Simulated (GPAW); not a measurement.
# Al2O3 (Corundum): G0W0 on several meshes in GPAW

How does the mesh move the gap of Al2O3 (Corundum)?

Method: PBE and many-body steps on it, plane waves, in GPAW 26.7.0.

## (1) The structure

Symmetry: R-3c, No. 167, trigonal system. The conventional cell has a = 4.760 Å, b = 4.760 Å, c = 12.996 Å, α = 90.00°, β = 90.00°, γ = 120.00°. Nearest to Al lie 6 O at 1.85 to 1.97 Å. Nearest to O lie 4 Al at 1.85 to 1.97 Å. Farther neighbours and most contacts between anions are not listed.

Structure file:

```xyz
10
Lattice="2.3802 1.3742 4.3319 -2.3802 1.3742 4.3319 0.0000 -2.7485 4.3319" Properties=species:S:1:pos:R:3 pbc="T T T"
Al    0.0000    0.0000    4.5765
Al    0.0000    0.0000    1.9213
Al    0.0000    0.0000    8.4191
Al    0.0000    0.0000   11.0743
O    -0.9203    1.3742    7.5808
O    -0.7300   -1.4841    7.5808
O     1.6503    0.1099    7.5808
O     0.9203   -1.3742    5.4148
O     0.7300    1.4841    5.4148
O    -1.6503   -0.1099    5.4148
```

The cell and positions come from the Crystallography Open Database and are kept as given unless a step says otherwise.

## (2) Empty states on the mesh, 4×4×4 mesh, 556 bands

This step: GPAW 26.7.0; DFT, PBE, plane waves, PAW.

The sums over transitions need many empty states on a uniform mesh; this step solves for them.

Input file run.py:

```python
import json
import numpy as np
from gpaw.mpi import world
from gpaw import GPAW

calc = GPAW('gs.gpw').fixed_density(kpts={'size': (4, 4, 4), 'gamma': True},
    parallel={'domain': 1, 'band': 1},
    txt='nscf.txt')
calc.diagonalize_full_hamiltonian(nbands=556)
calc.write('full.gpw', mode='all')
res = {}
kpts = calc.get_ibz_k_points()
res['kpts'] = kpts
res['eigenvalues'] = [calc.get_eigenvalues(kpt=k) for k in range(len(kpts))]
res['n_electrons'] = calc.get_number_of_electrons()

if world.rank == 0:
    with open('result.json', 'w') as f:
        json.dump(res, f, default=lambda x: x.tolist())
```

Run with:

```console
> mpirun -n 8 gpaw python run.py
```

Numbers of over 12 decimals in the logs are rounded to 6 here.

What it wrote:

```text
Diagonalizing LCAO Hamiltonian
Converting LCAO to pw mode
convergence criteria:
- Maximum integral of absolute [eigenst]ate change: 4e-08 eV^2 / valence electron
maximum number of iterations: 100

SCF iterations
|iter     |     time |      energy | eigst |  dens |
|iter:   1|  |             | +0.60 |       |
|iter:   2|  |             | -0.49 |       |
|iter:   3|  |             | -1.00 |       |
[...]
|iter:  28|  |             | -6.98 |       |
|iter:  29|  |             | -7.20 |       |
|iter:  30|  |             | -7.45c|       |
SCF steps: 30
  __  _  _
 | _ |_)|_||  |
 |__||  | ||/\| - 26.7.0

Input parameters:
  mode=PW(ecut=600.0),
  convergence={'density': 1e-06, 'bands': -3},
  gpts=array([30, 30, 30]),
  kpts=MonkhorstPack(size=(4, 4, 4), gamma=True),
  maxiter=100,
  nbands=35,
  occupations=Occupations(name='fermi-dirac', width=0.001, fixmagmom=False),
  parallel={'domain': 1, 'band': 1},
  xc=XC(name='PBE')
Matrix size: 2861x2861
# Writing to full.gpw (mode='all')
  [... matrices ...]

timing:  # [seconds]
  Total: 40.846  # ━━━━━━━━━━━━━━━━━━━━━━━━━━━━━━━━━━━━━━━━━━━━━━━━━━━━━━━━━━
```

It took 54 s on 8 MPI ranks of Arm Neoverse V2, shared host; peak memory 6.4 GiB.

This step gave:

| Property | Result |
| --- | --- |
| gap | 6.226 eV |
| k of the valence top | 0, 0, 0 |
| k of the conduction bottom | 0, 0, 0 |
| least direct gap | 6.226 eV |
| k points computed | 14 |
| lowest point of the top converged band, above the valence top | 183.2403 eV |

On this mesh the gap is 6.226 eV.

## (3) 4×4×4

G0W0 replaces the xc potential by the self-energy, built once from these orbitals. Only a window of levels is corrected, while the sums run over the empty bands that the input names.

This step: G0W0 on PBE, plane waves, PAW.

Input file run.py:

```python
import json
import numpy as np
from gpaw.mpi import world
from gpaw.response.g0w0 import G0W0

gw = G0W0('full.gpw',
    filename='gw',
    kpts=[0],
    bands=(22, 26),
    ecut=60,
    nbands=89,
    integrate_gamma='WS',
    ppa=True)
gw.calculate()
res = {mode: {k: v for k, v in r.items() if k != 'sigma_eskwn'}
       for mode, r in gw.all_results.items()}

if world.rank == 0:
    with open('result.json', 'w') as f:
        json.dump(res, f, default=lambda x: x.tolist())
```

Run with:

```console
> mpirun -n 8 gpaw python run.py
```

What it wrote:

```text
Using integrator: PointIntegrator
FrequencyGridDescriptor(from 0.000+0.000j to 0.000+27.211j eV, 2 points)
Nonperiodic BCs:  [False False False]
Using integrator: PointIntegrator
FrequencyGridDescriptor(from 0.000+0.000j to 0.000+27.211j eV, 2 points)
Nonperiodic BCs:  [False False False]
  ___  _ _ _
 |   || | | |
 | | || | | |
 |__ ||_____|
 |___|

BZ k-points: Symmetries present (total): 6

  [... matrices ...]
64 k-points: 4 x 4 x 4 Monkhorst-Pack grid + [1/8,1/8,1/8]
14 k-points in the irreducible part of the Brillouin zone
       k-points in crystal coordinates                weights
   0:     0.00000000    0.00000000    0.00000000          1/64
   1:     0.25000000    0.00000000   -0.25000000          6/64
   2:     0.25000000    0.00000000    0.00000000          6/64
   3:     0.25000000    0.25000000   -0.25000000          6/64
   4:     0.25000000    0.25000000    0.00000000          6/64
   5:     0.25000000    0.25000000    0.25000000          2/64
   6:     0.50000000    0.00000000    0.00000000          3/64
   7:     0.50000000    0.00000000    0.25000000          6/64
   8:     0.50000000    0.25000000   -0.25000000          6/64
   9:     0.50000000    0.25000000    0.00000000          6/64
          ...
  13:     0.50000000    0.50000000    0.50000000          1/64

Distributing spins, k-points and bands (1 x 1 x 4) over 8 processes
Number of blocks: 1

Quasi particle states:
k-points (IBZ indices): [0]
Band range: (22, 26)
  [... matrices ...]
Computational parameters:
Plane wave cut-off: 60 eV
Number of bands: 89
Coulomb cutoff: None
Broadening: 0.1 eV

fxc modes: GW
Kernel: RPA
Using Godby-Needs plasmon-pole approximation:
  Fitting energy: i*E0, E0 = 1.000 Hartree
Summing all q:

Calculating screened Coulomb potential
No Coulomb truncation
FrequencyGridDescriptor(from 0.000+0.000j to 0.000+27.211j eV, 2 points)
Removing empty qpoint cache files...

Calculating chi0 body with:
    Ground state adapter containing:
    Number of spins: 1
    Number of kpoints: 64
    Number of irreducible kpoints: 14
    Number of completely occupied states: 24
    Number of partially occupied states: 24
    Occupied states memory: 9.8876953125 M / cpu

    Linear response parametrization:
    q_c: [0.0, 0.0, 0.0]
    Number of frequency points: 2
    Planewave cutoff: 60.0
    Number of bands: 89
    Number of planewaves: 89
    Broadening (eta): 1e-06
    comm.size: 8
    kncomm.size: 8
    blockcomm.size: 1

    Memory estimate of potentially large arrays:
        chi0_wGG: 0.241730 M / cpu
Integrating chi0 body.

Symmetries of q_c:
    Direct symmetries (Uq -> q): 6
    Indirect symmetries (TUq -> q): 0
In total 6 allowed symmetries.

  [... matrices ...]
14 groups of equivalent kpoints. 78.125% reduction.

Integral kind: response function
Integrating chi0 head and wings.

Symmetries of q_c:
    Direct symmetries (Uq -> q): 6
    Indirect symmetries (TUq -> q): 0
In total 6 allowed symmetries.

  [... matrices ...]
14 groups of equivalent kpoints. 78.125% reduction.

Integral kind: response function wings

Calculating chi0 body with:
    Ground state adapter containing:
    Number of spins: 1
    Number of kpoints: 64
    Number of irreducible kpoints: 14
    Number of completely occupied states: 24
    Number of partially occupied states: 24
    Occupied states memory: 9.8876953125 M / cpu

    Linear response parametrization:
[... the further q-points ...]

Results:
f:      Occupation numbers
eps:     KS-eigenvalues [eV]
vxc:     KS vxc [eV]
exx:     Exact exchange [eV]
sigma:   Self-energies [eV]
dsigma:  Self-energy derivatives
Z:       Renormalization factors
qp:      QP-energies [eV]

k-point 0 (0): (0.000, 0.000, 0.000)                GW
band       f     eps     vxc     exx   sigma  dsigma       Z      qp
                                                                   GW
  22   1.000   6.218 -21.429 -26.959   4.571  -0.214   0.824   5.429
  23   1.000   6.261 -21.425 -26.890   4.539  -0.213   0.824   5.497
  24   0.000  12.487 -16.590 -11.379  -3.345  -0.159   0.863  14.097
  25   0.000  15.411 -13.555  -7.947  -3.619  -0.155   0.866  17.134
```

The job ended after 64 s (8 MPI ranks; peak memory 2.6 GiB).

Numbers from this step:

```
G0W0 gap on the points computed              : 8.599 eV
least direct G0W0 gap on the computed points : 8.599 eV
Z at the valence top                         : 0.8241
Z at the conduction bottom                   : 0.8629
starting gap on the mesh                     : 6.226 eV
k of the valence top                         : 0, 0, 0
k of the conduction bottom                   : 0, 0, 0
```

The gap on the mesh goes from 6.23 eV to 8.60 eV, a correction of +2.37 eV.

## (4) Empty states on the mesh, 6×6×6 mesh, 99 bands

This step: DFT, PBE, plane waves, PAW.

Input file run.py:

```python
import json
import numpy as np
from gpaw.mpi import world
from gpaw import GPAW

calc = GPAW('gs.gpw').fixed_density(kpts={'size': (6, 6, 6), 'gamma': True},
    nbands=115,
    convergence={'bands': 99},
    txt='nscf.txt')
calc.write('full.gpw', mode='all')
res = {}
kpts = calc.get_ibz_k_points()
res['kpts'] = kpts
res['eigenvalues'] = [calc.get_eigenvalues(kpt=k) for k in range(len(kpts))]
res['n_electrons'] = calc.get_number_of_electrons()

if world.rank == 0:
    with open('result.json', 'w') as f:
        json.dump(res, f, default=lambda x: x.tolist())
```

Run with:

```console
> mpirun -n 8 gpaw python run.py
```

What it wrote:

```text
Diagonalizing LCAO Hamiltonian
Converting LCAO to pw mode
convergence criteria:
- Maximum integral of absolute [eigenst]ate change: 4e-08 eV^2 / valence electron
maximum number of iterations: 100

SCF iterations
|iter     |     time |      energy | eigst |  dens |
|iter:   1|  |             | +3.74 |       |
|iter:   2|  |             | +2.54 |       |
|iter:   3|  |             | +1.43 |       |
[...]
|iter:  12|  |             | -6.63 |       |
|iter:  13|  |             | -7.22 |       |
|iter:  14|  |             | -7.72c|       |
SCF steps: 14
  __  _  _
 | _ |_)|_||  |
 |__||  | ||/\| - 26.7.0

Input parameters:
  mode=PW(ecut=600.0),
  convergence={'bands': 99},
  gpts=array([30, 30, 30]),
  kpts=MonkhorstPack(size=(6, 6, 6), gamma=True),
  maxiter=100,
  nbands=115,
  occupations=Occupations(name='fermi-dirac', width=0.001, fixmagmom=False),
  parallel={},
  xc=XC(name='PBE')
# Writing to full.gpw (mode='all')
  [... matrices ...]

timing:  # [seconds]
  Total: 0.088  # ━━━━━━━━━━━━━━━━━━━━━━━━━━━━━━━━━━━━━━━━━━━━━━━━━━━━━━━━━━━
```

Run time: 48 s. Hardware: 8 MPI ranks; peak memory 2 GiB; 6.3 min of CPU time.

This step gave:

```
gap                                                           : 6.226 eV
k of the valence top                                          : 0, 0, 0
k of the conduction bottom                                    : 0, 0, 0
least direct gap                                              : 6.226 eV
k points computed                                             : 40
lowest point of the top converged band, above the valence top : 46.16 eV
```

On this mesh the gap is 6.226 eV.

## (5) 6×6×6

This step: G0W0 on PBE, plane waves, PAW.

Input file run.py:

```python
import json
import numpy as np
from gpaw.mpi import world
from gpaw.response.g0w0 import G0W0

gw = G0W0('full.gpw',
    filename='gw',
    kpts=[0],
    bands=(22, 26),
    ecut=60,
    nbands=89,
    integrate_gamma='WS',
    ppa=True)
gw.calculate()
res = {mode: {k: v for k, v in r.items() if k != 'sigma_eskwn'}
       for mode, r in gw.all_results.items()}

if world.rank == 0:
    with open('result.json', 'w') as f:
        json.dump(res, f, default=lambda x: x.tolist())
```

Run with:

```console
> mpirun -n 8 gpaw python run.py
```

What it wrote:

```text
Using integrator: PointIntegrator
FrequencyGridDescriptor(from 0.000+0.000j to 0.000+27.211j eV, 2 points)
Nonperiodic BCs:  [False False False]
Using integrator: PointIntegrator
FrequencyGridDescriptor(from 0.000+0.000j to 0.000+27.211j eV, 2 points)
Nonperiodic BCs:  [False False False]
  ___  _ _ _
 |   || | | |
 | | || | | |
 |__ ||_____|
 |___|

BZ k-points: Symmetries present (total): 6

  [... matrices ...]
216 k-points: 6 x 6 x 6 Monkhorst-Pack grid + [1/12,1/12,1/12]
40 k-points in the irreducible part of the Brillouin zone
       k-points in crystal coordinates                weights
   0:     0.00000000    0.00000000    0.00000000          1/216
   1:     0.16666667    0.00000000   -0.16666667          6/216
   2:     0.16666667    0.00000000    0.00000000          6/216
[...]
9:     0.33333333   -0.16666667    0.16666667          6/216
          ...
  39:     0.50000000    0.50000000    0.50000000          1/216

Distributing spins, k-points and bands (1 x 1 x 4) over 8 processes
Number of blocks: 1

Quasi particle states:
k-points (IBZ indices): [0]
Band range: (22, 26)
  [... matrices ...]
Computational parameters:
Plane wave cut-off: 60 eV
Number of bands: 89
Coulomb cutoff: None
Broadening: 0.1 eV

fxc modes: GW
Kernel: RPA
Using Godby-Needs plasmon-pole approximation:
  Fitting energy: i*E0, E0 = 1.000 Hartree
Summing all q:

Calculating screened Coulomb potential
No Coulomb truncation
FrequencyGridDescriptor(from 0.000+0.000j to 0.000+27.211j eV, 2 points)
Removing empty qpoint cache files...

Calculating chi0 body with:
    Ground state adapter containing:
    Number of spins: 1
    Number of kpoints: 216
    Number of irreducible kpoints: 40
    Number of completely occupied states: 24
    Number of partially occupied states: 24
    Occupied states memory: 9.8876953125 M / cpu

    Linear response parametrization:
    q_c: [1.3877787807814457e-17, 1.3877787807814457e-17, 1.3877787807814457e-17]
    Number of frequency points: 2
    Planewave cutoff: 60.0
    Number of bands: 89
    Number of planewaves: 89
    Broadening (eta): 1e-06
    comm.size: 8
    kncomm.size: 8
    blockcomm.size: 1

    Memory estimate of potentially large arrays:
        chi0_wGG: 0.241730 M / cpu
Integrating chi0 body.

Symmetries of q_c:
    Direct symmetries (Uq -> q): 6
    Indirect symmetries (TUq -> q): 0
In total 6 allowed symmetries.

  [... matrices ...]
40 groups of equivalent kpoints. 81.481481% reduction.

Integral kind: response function
Integrating chi0 head and wings.

Symmetries of q_c:
    Direct symmetries (Uq -> q): 6
    Indirect symmetries (TUq -> q): 0
In total 6 allowed symmetries.

  [... matrices ...]
40 groups of equivalent kpoints. 81.481481% reduction.

Integral kind: response function wings

Calculating chi0 body with:
    Ground state adapter containing:
    Number of spins: 1
    Number of kpoints: 216
    Number of irreducible kpoints: 40
    Number of completely occupied states: 24
    Number of partially occupied states: 24
[... the further q-points ...]

Results:
f:      Occupation numbers
eps:     KS-eigenvalues [eV]
vxc:     KS vxc [eV]
exx:     Exact exchange [eV]
sigma:   Self-energies [eV]
dsigma:  Self-energy derivatives
Z:       Renormalization factors
qp:      QP-energies [eV]

k-point 0 (0): (0.000, 0.000, 0.000)                GW
band       f     eps     vxc     exx   sigma  dsigma       Z      qp
                                                                   GW
  22   1.000   6.218 -21.429 -26.957   4.571  -0.214   0.823   5.431
  23   1.000   6.261 -21.425 -26.888   4.536  -0.214   0.824   5.497
  24   0.000  12.487 -16.590 -11.386  -3.340  -0.159   0.863  14.096
  25   0.000  15.411 -13.555  -7.948  -3.620  -0.154   0.866  17.132
```

The job ended after 9.5 min (8 MPI ranks; peak memory 4.7 GiB).

This step gave:

```yaml
g0w0_gap_on_the_points_computed: 8.598 eV
least_direct_g0w0_gap_on_the_computed_points: 8.598 eV
z_at_the_valence_top: 0.8240
z_at_the_conduction_bottom: 0.8629
starting_gap_on_the_mesh: 6.226 eV
k_of_the_valence_top: 0, 0, 0
k_of_the_conduction_bottom: 0, 0, 0
```

Against G0W0 in GPAW (4×4×4 mesh, 89 bands, screening to 60 eV, Godby-Needs plasmon pole), the gap moves by −0.001 eV.

## (6) The runs together

Times are wall times on 8 MPI ranks of Arm Neoverse V2, shared host, good to a factor of about two.

```tsv
run	mesh	bands	screening cutoff (eV)	DFT gap (eV)	gap on the mesh (eV)	direct (eV)	time
4×4×4	4×4×4	89	60	6.226	8.599	8.599	64 s
6×6×6	6×6×6	89	60	6.226	8.598	8.598	9.5 min
```

## (7) Results

- 4×4×4: 8.599 eV
- 6×6×6: 8.598 eV
- known limits: not at the basis limit

What this shows: 6×6×6: no change against 4×4×4. Bands and cutoff are finite, so the gap is not at the basis limit. The miss can reach some tenths of an eV and take either sign; the mesh is an error of its own. These stock PAW sets were not made for GW. In the G0W0 runs levels were corrected at 1 k point alone, so a gap called «on the mesh» is the least over those, and an edge elsewhere would be missed.

[Paths, hosts, dates, memory and timing lines, banners, echoed tables and standing remarks are left out of the program output.]

[Logs are printed without paths, hosts, clocks, repeated set-up lines and the standing remarks that a program may print on its own settings, such as how far it seeks lower states.]

[Runs of the session that timed out or met a known fault of the program may be left out.]

[Hosts, paths, dates, database ids (printed as entryN), source tags and the programs' standing remarks are cut or masked in the printed files.]
